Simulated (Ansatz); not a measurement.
# Mg2B (hypothetical, Fm-3m): phonons against volume

Aim: how the vibrations of Mg2B (hypothetical) shift with volume, and the expansion that follows. The crystal structure is hypothetical: it was made by swapping elements on a known structure type.

Method: DFT PBEsol, scalar-relativistic, plane waves, PAW, in Ansatz 0.2.0.

This is a report of a sequence of runs, with most program output left out.

## 1. The structure

The structure is cubic, space group Fm-3m (No. 225). Conventional cell: a = 6.040 Å, b = 6.040 Å, c = 6.040 Å, α = 90.00°, β = 90.00°, γ = 90.00°. Nearest to Mg lie 4 B at 2.62 Å. B has 8 Mg at 2.62 Å nearest. Farther neighbours are not listed.

## 2. Probe on a coarse mesh

Before spending time, one coarse run tells the gap and the pressure of the starting cell.

input.yaml reads:

```yaml
crystal:
  lattice:
    - [0.0, 3.02013, 3.02013]
    - [3.02013, 0.0, 3.02013]
    - [3.02013, 3.02013, 0.0]
  atoms:
    - { symbol: Mg, position: [0.25, 0.25, 0.25] }
    - { symbol: Mg, position: [0.75, 0.75, 0.75] }
    - { symbol: B, position: [0.0, 0.0, 0.0] }
kpoints:
  mp_grid: { grid: [6, 6, 6] }
hamiltonian:
  xc: pbesol
scf:
  occupations: { method: gaussian, width: 0.1 }
output:
  forces: true
  stress: true
  eigenvalues: true
```

Started as:

```sh
> ansatz run input.yaml --threads 4 --pin off --max-ram 8192MiB --backend cpu --events-out ev --progress --plain --runs-dir out
```

The job ended after 0.91 s (4 threads of Arm Neoverse V1, shared host; peak memory 0.28 GiB).

Numbers from this step:

- pressure: -7.306 GPa
- volume per atom: 18.36 Å³
- gap on the k-mesh: 0 eV

The start is under -7.3 GPa at this level and looks like a metal on this mesh.

## 3. Finding the static equilibrium

Phonons are second derivatives about a minimum, so cell and atoms are relaxed first, inside the symmetry of the start.

input.yaml: that of step 2 with these lines changed.

```diff
@@ -10,3 +10,3 @@
 kpoints:
-  mp_grid: { grid: [6, 6, 6] }
+  mp_grid: { grid: [12, 12, 12] }
 hamiltonian:
@@ -19 +19,6 @@
   eigenvalues: true
+relax:
+  adjacent_minimum: "off"
+  f_tol: 0.005
+  max_steps: 80
+  cell: { stress_tol: 0.05 }
```

Run time: 4 s. Hardware: 4 threads; peak memory 0.38 GiB.

Relaxation path:

```csv
step,energy less that of the first step (eV),largest force component (eV/Å),pressure (GPa),volume (Å³)
1,0.0000,0.0000,-7.40,55.09
2,-0.1914,0.0000,0.33,47.54
3,-0.1915,0.0000,-0.07,47.82
4,-0.1915,0.0000,0.00,47.77
5*,-0.1905,0.0000,-0.02,47.77
```

Relaxation steps marked * repeat the geometry before them on a plane-wave basis chosen anew for their cell, so energy and pressure can jump there.

Forces are held to the 48 operations that the run works with; a distortion that breaks them can't arise in this run.

| conventional cell, symmetrised | before | after | change |
| --- | --- | --- | --- |
| a (Å) | 6.040 | 5.760 | -4.6 % |
| b (Å) | 6.040 | 5.760 | -4.6 % |
| c (Å) | 6.040 | 5.760 | -4.6 % |
| volume (Å³/atom) | 18.36 | 15.92 | -13.3 % |

Final coordinates:

```
Mg B
1.0
     0.00000    2.87987    2.87987
     2.87987    0.00000    2.87987
     2.87987    2.87987    0.00000
Mg B
2 1
Direct
  0.25000 0.25000 0.25000
  0.75000 0.75000 0.75000
  0.00000 0.00000 0.00000
```

This step gave:

- pressure: -0.01855 GPa
- volume per atom: 15.92 Å³

The relaxation ends with a pressure of -0.02 GPa.

## 4. A second relaxation

The relaxation is run once more from where the first one ended, as the script does after a large change of volume or of the gap, with mesh and occupations reviewed.

input.yaml, the sections that differ from step 3:

```yaml
crystal:
  lattice:
    - [0.0, 2.8798670257, 2.8798670257]
    - [2.8798670257, 0.0, 2.8798670257]
    - [2.8798670257, 2.8798670257, 0.0]
  atoms:
    - { symbol: Mg, position: [0.25, 0.25, 0.25] }
    - { symbol: Mg, position: [0.75, 0.75, 0.75] }
    - { symbol: B, position: [0.0, 0.0, 0.0] }
output:
  forces: true
  stress: true
  eigenvalues: true
  write_density: true
  write_potential: true
  elf: true
  volumetric_format: npy
# kpoints, hamiltonian, scf, relax: as in step 3
```

Wall time 1.9 s (4 threads); peak memory 0.36 GiB.

Little changed from the start: no atom moved by 0.005 Å and no cell edge by 0.1 %.

Electrostatic potential energy in the ac plane of a cell with a along [110], b along [-110] and c along [001] of the cube at fractional y = 0.000, with atoms of Mg and B within 0.2 Å of it. With pseudopotentials it is smooth inside the atoms' cores, unlike the true potential.

Ten even steps from '_' (-66 eV) to '@' (10 eV), each cell a mean:
```
::++%%@@@@@@@@@@@@%%++::--##@@@@@@@@@@@@@@##--
**%%@@@@%%####%%@@@@%%**##@@@@@@%%##%%@@@@@@##
@@@@@@%%**----**%%@@@@@@@@@@@@##==::==%%@@@@@@
@@@@@@%%==____==%%@@@@@@@@@@@@**..__..**@@@@@@
@@@@@@%%==____++%%@@@@@@@@@@@@##::__::##@@@@@@
@@@@@@@@##++++##@@@@@@@@@@@@@@%%**++**%%@@@@@@
@@@@@@@@@@%%%%@@@@@@@@@@@@@@@@@@%%%%%%@@@@@@@@
@@@@@@@@@@@@@@@@@@@@@@@@@@@@@@@@@@@@@@@@@@@@@@
@@@@@@@@@@@@@@@@@@@@@@@@@@@@@@@@@@@@@@@@@@@@@@
@@@@@@@@%%####%%@@@@@@@@@@@@@@@@%%##%%@@@@@@@@
@@@@@@%%**----**%%@@@@@@@@@@@@##==::==##@@@@@@
@@@@@@%%==____==%%@@@@@@@@@@@@**..__..**@@@@@@
@@@@@@%%==____++%%@@@@@@@@@@@@##::__::##@@@@@@
%%@@@@@@##++++##@@@@@@%%%%@@@@%%**++**%%@@@@%%
==**@@@@@@%%%%@@@@@@**==++%%@@@@%%%%%%@@@@%%++
..==%%@@@@@@@@@@@@%%==..::**@@@@@@@@@@@@@@**::
```
Columns run along a (8.1 Å; values clipped at the 3rd and 97th percentile), rows up along c (5.8 Å), edges of the conventional cell, whose origin can differ from the input's. Atoms in or near the plane, at fractional coordinates: Mg at (0.25, 0.25), Mg at (0.75, 0.25), Mg at (0.25, 0.75), Mg at (0.75, 0.75), B at (0.00, 0.00), B at (0.50, 0.00).

Valence density in the ac plane of a cell with a along [110], b along [-110] and c along [001] of the cube at fractional y = 0.000, with atoms of Mg and B within 0.2 Å of it. It is the smooth field of the valence electrons, not physical close to the nuclei.

Ten steps, logarithmic in the rise over the least value, from '0' (0 e/Å³) to '9' (24 e/Å³), each cell a mean:
```
22210000122222110001122
22111111112221111111112
11113663111111115751111
00016996100000038983000
00015885100000027972000
00001441000000003430000
00000000000000000000000
00000000000000000000000
00000000000000000000000
00000110000000001110000
00003663000000015751000
00016996100000038983000
11115885111111027972011
21112442111211113431112
22110000112222110001122
12210000122122110001122
```
Columns run along a (8.1 Å), rows up along c (5.8 Å), edges of the conventional cell, whose origin can differ from the input's. Atoms in or near the plane, at fractional coordinates: Mg at (0.25, 0.25), Mg at (0.75, 0.25), Mg at (0.25, 0.75), Mg at (0.75, 0.75), B at (0.00, 0.00), B at (0.50, 0.00).

ELF in the ac plane of a cell with a along [110], b along [-110] and c along [001] of the cube at fractional y = 0.000, with atoms of Mg and B within 0.2 Å of it. It is the smooth field of the valence electrons, not physical close to the nuclei.

Values, 9 rows by 16 columns, each cell a mean:
```
0.40 0.74 0.62 0.23 0.19 0.47 0.75 0.50 0.40 0.74 0.62 0.23 0.19 0.47 0.75 0.50
0.73 0.66 0.20 0.30 0.32 0.19 0.51 0.73 0.73 0.66 0.20 0.30 0.32 0.19 0.51 0.73
0.44 0.31 0.11 0.34 0.34 0.19 0.22 0.43 0.44 0.31 0.11 0.34 0.34 0.19 0.22 0.43
0.13 0.15 0.13 0.13 0.14 0.12 0.16 0.13 0.13 0.15 0.13 0.13 0.14 0.12 0.16 0.13
0.07 0.13 0.24 0.28 0.27 0.26 0.16 0.08 0.07 0.13 0.24 0.28 0.27 0.26 0.16 0.08
0.18 0.18 0.10 0.16 0.20 0.10 0.15 0.18 0.18 0.18 0.10 0.16 0.20 0.10 0.15 0.18
0.54 0.40 0.13 0.36 0.32 0.22 0.26 0.53 0.54 0.40 0.13 0.36 0.32 0.22 0.26 0.53
0.73 0.71 0.29 0.24 0.27 0.18 0.62 0.75 0.73 0.71 0.29 0.24 0.27 0.18 0.62 0.75
0.23 0.68 0.68 0.34 0.27 0.59 0.76 0.38 0.23 0.68 0.68 0.34 0.27 0.59 0.76 0.38
```
Columns run along a (8.1 Å), rows up along c (5.8 Å), edges of the conventional cell, whose origin can differ from the input's. Atoms in or near the plane, at fractional coordinates: Mg at (0.25, 0.25), Mg at (0.75, 0.25), Mg at (0.25, 0.75), Mg at (0.75, 0.75), B at (0.00, 0.00), B at (0.50, 0.00).

## 5. Relaxing to small residual forces and stress

The relaxation is repeated with tighter thresholds on force and stress, since phonons are sensitive to what is left; a change of mesh or smearing in the input moves the cell too.

input.yaml, the sections that differ from step 4:

```yaml
scf:
  occupations: { method: methfessel_paxton, width: 0.2 }
output:
  forces: true
  stress: true
  eigenvalues: true
relax:
  adjacent_minimum: "off"
  f_tol: 0.001
  max_steps: 60
  cell: { stress_tol: 0.01 }
# crystal, kpoints, hamiltonian: as in step 4
```

Wall time 2.3 s (4 threads); peak memory 0.36 GiB; 8.2 s of CPU time.

Little changed from the start: no atom moved by 0.005 Å and no cell edge by 0.1 %.

Numbers from this step:

- pressure: -7.82e-4 GPa

The residual pressure is -7.8e-4 GPa, small enough for phonons.

## 6. Phonons, V/V0 1

Phonons at this volume give one point of F(V, T); meshes stay fixed along the series.

input.yaml reads:

```yaml
crystal:
  lattice:
    - [0.0, 2.879538303, 2.879538303]
    - [2.879538303, 0.0, 2.879538303]
    - [2.879538303, 2.879538303, 0.0]
  atoms:
    - { symbol: Mg, position: [0.25, 0.25, 0.25] }
    - { symbol: Mg, position: [0.75, 0.75, 0.75] }
    - { symbol: B, position: [0.0, 0.0, 0.0] }
kpoints:
  mp_grid: { grid: [12, 12, 12] }
hamiltonian:
  xc: pbesol
scf:
  occupations: { method: methfessel_paxton, width: 0.2 }
output:
  eigenvalues: true
phonons:
  method: dfpt
  qmesh: [4, 4, 4]
  temperatures: { t_max: 1000, t_step: 50 }
  qpath:
    path:
      - [[0.0, 0.0, 0.0], [0.5, 0.0, 0.5], [0.625, 0.25, 0.625]]
      - [[0.375, 0.375, 0.75], [0.0, 0.0, 0.0], [0.5, 0.5, 0.5], [0.5, 0.25, 0.75], [0.5, 0.0, 0.5]]
    npoints: 10
```

Run time: 4.7 min. Hardware: 4 threads; peak memory 2.8 GiB.

Numbers from this step:

```
lowest frequency on the path             : 0 cm⁻¹
zero-point energy                        : 0.1583 eV/cell
point group                              : m-3m
highest frequency                        : 437.8 cm⁻¹
Debye temperature from the second moment : 561 K
```

No LO-TO term. Phonon branches along the path, in cm⁻¹:

| point | branch 1 | branch 2 | branch 3 | branch 4 | branch 5 | branch 6 | branch 7 | branch 8 | branch 9 |
| --- | --- | --- | --- | --- | --- | --- | --- | --- | --- |
| Γ | 0 | 0 | 0 | 299 | 299 | 299 | 392 | 392 | 392 |
| halfway | 104 | 104 | 223 | 224 | 305 | 305 | 397 | 397 | 408 |
| X | 106 | 136 | 136 | 303 | 310 | 310 | 402 | 402 | 436 |
| halfway | 107 | 146 | 149 | 304 | 307 | 310 | 402 | 403 | 432 |
| U | 112 | 170 | 178 | 286 | 302 | 315 | 402 | 407 | 421 |
| jump to K | 112 | 170 | 178 | 286 | 302 | 315 | 402 | 407 | 421 |
| halfway | 104 | 166 | 202 | 262 | 262 | 307 | 390 | 397 | 405 |
| Γ | 0 | 0 | 0 | 299 | 299 | 299 | 392 | 392 | 392 |
| halfway | 125 | 125 | 158 | 284 | 284 | 284 | 394 | 394 | 399 |
| L | 209 | 209 | 226 | 245 | 245 | 257 | 399 | 399 | 438 |
| halfway | 153 | 172 | 232 | 243 | 289 | 300 | 400 | 400 | 426 |
| W | 108 | 133 | 246 | 246 | 314 | 318 | 404 | 411 | 411 |
| halfway | 107 | 135 | 177 | 295 | 310 | 314 | 402 | 404 | 428 |
| X | 106 | 136 | 136 | 303 | 310 | 310 | 402 | 402 | 436 |

Tetrahedra on 20 20 20, mean over bins of 5 cm⁻¹. Phonon density of states against wavenumber; read off at these points:

```csv
wavenumber (cm⁻¹),phonon density of states (1/cm⁻¹/cell)
2,0
18,7.0e-5
32,3.8e-4
48,9.1e-4
62,0.00163
78,0.00272
92,0.00437
108,0.0122
122,0.0307
138,0.0319
152,0.0229
168,0.0205
182,0.0198
198,0.0199
212,0.0180
228,0.0237
242,0.0242
258,0.0249
272,0.0278
288,0.0356
302,0.0677
308,0.0725
318,0.0144
332,0
348,0
362,0
378,0
392,0.0697
398,0.186
408,0.0288
422,0.0508
438,0.00183
```

Harmonic. Thermo, by row:

```csv
T (K),F_vib (meV/atom),S (J/mol-atom/K),C_V (J/mol-atom/K)
0,52.78,0,0
50,52.69,0.757,2.261
100,51.48,4.241,8.662
150,48.11,8.85,14.1
200,42.32,13.43,17.61
250,34.26,17.61,19.77
300,24.15,21.34,21.14
350,12.21,24.67,22.05
400,-1.36,27.66,22.68
450,-16.41,30.36,23.12
500,-32.78,32.81,23.45
550,-50.38,35.06,23.7
600,-69.09,37.13,23.89
650,-88.83,39.05,24.04
700,-109.5,40.84,24.16
750,-131.1,42.51,24.26
800,-153.6,44.07,24.34
850,-176.8,45.55,24.41
900,-200.8,46.95,24.46
950,-225.4,48.27,24.51
1000,-250.8,49.53,24.55
```

The modes has structure finer than the step of the table below, so its rows give means over 20 cm⁻¹, whole bins alone (the curve runs from -10 to 460 cm⁻¹). Peaks (cm⁻¹: height): B 397.8: 0.139, 421.5: 0.0444; Mg 137.8: 0.0290, 306.2: 0.0647, 397.8: 0.0255.

Phonopy on the run's constants, 17x17x17 mesh, Gaussian sigma 3.4 cm⁻¹. Table of modes by wavenumber; means over each step; values in 1/cm⁻¹/cell:

```csv
wavenumber (cm⁻¹),B,Mg
0,4.4e-6,2.5e-5
20,3.0e-5,1.5e-4
40,1.1e-4,5.0e-4
60,2.3e-4,0.00117
80,4.9e-4,0.00271
100,7.3e-4,0.00701
120,0.00115,0.0242
140,0.00105,0.0256
160,9.9e-4,0.0207
180,0.00100,0.0187
200,0.00111,0.0186
220,9.2e-4,0.0181
240,8.9e-4,0.0207
260,0.00129,0.0239
280,0.00175,0.0301
300,0.00360,0.0532
320,0.00158,0.0177
340,0,0
360,0,0
380,0.00439,7.9e-4
400,0.0878,0.0151
420,0.0352,0.00101
440,0.00555,3.2e-5
```

No LO-TO term. The modes at Γ (shares of kinetic energy by element, %):

```csv
mode,frequency (cm⁻¹),symmetry,Mg %,B %
1,0.0,T1u,82,18
2,0.0,T1u,82,18
3,0.0,T1u,82,18
4,299.4,T2g,100,0
5,299.4,T2g,100,0
6,299.4,T2g,100,0
7,392.1,T1u,18,82
8,392.1,T1u,18,82
9,392.1,T1u,18,82
```

Displacements in mode 4 (299.4 cm⁻¹), the largest set to 1:
```
Mg1  0.07  0.02  1.00
Mg2 -0.07 -0.02 -1.00
B3   0.00  0.00  0.00
```

Displacements in mode 9 (392.1 cm⁻¹), the largest set to 1:
```
Mg1  0.00 -0.22  0.11
Mg2  0.00 -0.22  0.11
B3  -0.01  1.00 -0.48
```

No mode is imaginary beyond numerical noise at the solved wavevectors.

## 7. A cell at another volume, V/V0 1.015

Symmetry fixes every atom, so a single point at the scaled cell gives the energy and pressure of this member.

The cell differs from the one that the last finished run ended in (a 4.072 → 4.093 Å, b 4.072 → 4.093 Å, c 4.072 → 4.093 Å).

input.yaml, the sections that differ from step 6:

```yaml
crystal:
  lattice:
    - [0.0, 2.8938646001, 2.8938646001]
    - [2.8938646001, 0.0, 2.8938646001]
    - [2.8938646001, 2.8938646001, 0.0]
  atoms:
    - { symbol: Mg, position: [0.25, 0.25, 0.25] }
    - { symbol: Mg, position: [0.75, 0.75, 0.75] }
    - { symbol: B, position: [0.0, 0.0, 0.0] }
output:
  forces: true
  stress: true
  eigenvalues: true
# kpoints, hamiltonian, scf: as in step 6
# phonons: removed
```

It took 0.84 s on 4 threads; peak memory 0.34 GiB; 2.8 s of CPU time.

This step gave:

```
pressure        : -0.9904 GPa
volume per atom : 16.16 Å³
```

The run ends at a pressure of -0.99 GPa.

## 8. A run with changed settings

One run with other settings shows how much the ground state depends on them.

This step: DFT PBEsol, scalar-relativistic, plane waves, PAW; settings changed (Ansatz 0.2.0).

input.yaml: that of step 7 with these lines changed.

```diff
@@ -14,6 +14,7 @@
 scf:
-  occupations: { method: methfessel_paxton, width: 0.2 }
+  occupations: { method: tetrahedron_uncorrected }
+  n_extra_bands: 1
 output:
   forces: true
+  eigenvalues: true
   stress: true
-  eigenvalues: true
```

The job ended after 0.79 s (4 threads; peak memory 0.33 GiB; 2.6 s of CPU time).

Numbers from this step:

```yaml
pressure: -0.9459 GPa
```

The run ends at a pressure of -0.95 GPa.

## 9. Phonons, V/V0 1.015

The same q-mesh and k-mesh are kept at every volume, so that much of their error can cancel in the differences.

This step: DFT PBEsol, scalar-relativistic, plane waves, PAW (Ansatz 0.2.0).

input.yaml, the sections that differ from step 8:

```yaml
scf:
  occupations: { method: methfessel_paxton, width: 0.2 }
output:
  eigenvalues: true
phonons:
  method: dfpt
  qmesh: [4, 4, 4]
  temperatures: { t_max: 1000, t_step: 50 }
  qpath:
    path:
      - [[0.0, 0.0, 0.0], [0.5, 0.0, 0.5], [0.625, 0.25, 0.625]]
      - [[0.375, 0.375, 0.75], [0.0, 0.0, 0.0], [0.5, 0.5, 0.5], [0.5, 0.25, 0.75], [0.5, 0.0, 0.5]]
    npoints: 10
# crystal, kpoints, hamiltonian: as in step 8
```

The job ended after 4.8 min (4 threads; peak memory 2.8 GiB; 19 min of CPU time).

No LO-TO term. Phonon branches along the path, in cm⁻¹:

| point | branch 1 | branch 2 | branch 3 | branch 4 | branch 5 | branch 6 | branch 7 | branch 8 | branch 9 |
| --- | --- | --- | --- | --- | --- | --- | --- | --- | --- |
| Γ | 0 | 0 | 0 | 293 | 293 | 293 | 382 | 382 | 382 |
| halfway | 102 | 102 | 218 | 220 | 300 | 300 | 387 | 387 | 399 |
| X | 103 | 132 | 132 | 297 | 307 | 307 | 392 | 392 | 428 |
| halfway | 104 | 141 | 145 | 301 | 301 | 306 | 392 | 392 | 424 |
| U | 108 | 166 | 174 | 283 | 296 | 310 | 391 | 397 | 412 |
| jump to K | 108 | 166 | 174 | 283 | 296 | 310 | 391 | 397 | 412 |
| halfway | 102 | 165 | 197 | 257 | 258 | 302 | 380 | 387 | 396 |
| Γ | 0 | 0 | 0 | 293 | 293 | 293 | 382 | 382 | 382 |
| halfway | 124 | 124 | 154 | 278 | 278 | 280 | 384 | 384 | 390 |
| L | 207 | 207 | 222 | 240 | 240 | 252 | 389 | 389 | 429 |
| halfway | 150 | 168 | 229 | 239 | 284 | 296 | 390 | 391 | 417 |
| W | 104 | 130 | 242 | 242 | 311 | 312 | 394 | 402 | 402 |
| halfway | 103 | 131 | 172 | 291 | 305 | 309 | 392 | 393 | 420 |
| X | 103 | 132 | 132 | 297 | 307 | 307 | 392 | 392 | 428 |

No mode is imaginary beyond numerical noise at the solved wavevectors. The highest zone-centre mode (no LO–TO term) moved by -2.5 % for a volume change of +1.5 %.

## 10. Single point at a scaled cell, V/V0 0.985

The cell differs from the one that the last finished run ended in (a 4.093 → 4.052 Å, b 4.093 → 4.052 Å, c 4.093 → 4.052 Å).

input.yaml, the sections that differ from step 9:

```yaml
crystal:
  lattice:
    - [0.0, 2.8650680171, 2.8650680171]
    - [2.8650680171, 0.0, 2.8650680171]
    - [2.8650680171, 2.8650680171, 0.0]
  atoms:
    - { symbol: Mg, position: [0.25, 0.25, 0.25] }
    - { symbol: Mg, position: [0.75, 0.75, 0.75] }
    - { symbol: B, position: [0.0, 0.0, 0.0] }
output:
  forces: true
  stress: true
  eigenvalues: true
# kpoints, hamiltonian, scf: as in step 9
# phonons: removed
```

Wall time 0.83 s (4 threads); peak memory 0.34 GiB.

The run ends at a pressure of 1.06 GPa.

## 11. Lattice dynamics at this volume, V/V0 0.985

input.yaml, the sections that differ from step 10:

```yaml
output:
  eigenvalues: true
phonons:
  method: dfpt
  qmesh: [4, 4, 4]
  temperatures: { t_max: 1000, t_step: 50 }
  qpath:
    path:
      - [[0.0, 0.0, 0.0], [0.5, 0.0, 0.5], [0.625, 0.25, 0.625]]
      - [[0.375, 0.375, 0.75], [0.0, 0.0, 0.0], [0.5, 0.5, 0.5], [0.5, 0.25, 0.75], [0.5, 0.0, 0.5]]
    npoints: 10
# crystal, kpoints, hamiltonian, scf: as in step 10
```

Wall time 4.7 min (4 threads); peak memory 2.8 GiB; 19 min of CPU time.

No LO-TO term. The phonon branches at the labelled points (cm⁻¹):

```
    point  branch 1  branch 2  branch 3  branch 4  branch 5  branch 6  branch 7  branch 8  branch 9
        Γ         0         0         0       306       306       306       402       402       402
  halfway       106       106       228       228       310       310       408       408       417
        X       110       140       140       310       314       314       413       413       445
  halfway       111       150       153       308       313       315       413       413       441
        U       116       175       182       289       307       320       412       417       430
jump to K       116       175       182       289       307       320       412       417       430
  halfway       106       168       206       266       268       312       400       407       415
        Γ         0         0         0       306       306       306       402       402       402
  halfway       127       127       162       290       290       290       404       404       408
        L       211       211       231       250       250       263       409       409       447
  halfway       156       176       236       248       294       305       410       411       435
        W       113       137       250       250       318       324       415       420       420
  halfway       111       139       181       299       314       319       412       414       437
        X       110       140       140       310       314       314       413       413       445
```

No mode is imaginary beyond numerical noise at the solved wavevectors. The highest zone-centre mode (no LO–TO term) moved by +2.6 % for a volume change of -1.5 %.

(Part 1 of 2 ends here.)

[Logs are printed without paths, hosts, clocks, repeated set-up lines and the standing remarks that a program may print on its own settings, such as how far it seeks lower states.]

[Hosts, paths, dates, database ids (printed as entryN), source tags and the programs' standing remarks are cut or masked in the printed files.]

[A step with changed settings may run another functional than the one named; its input shows which.]


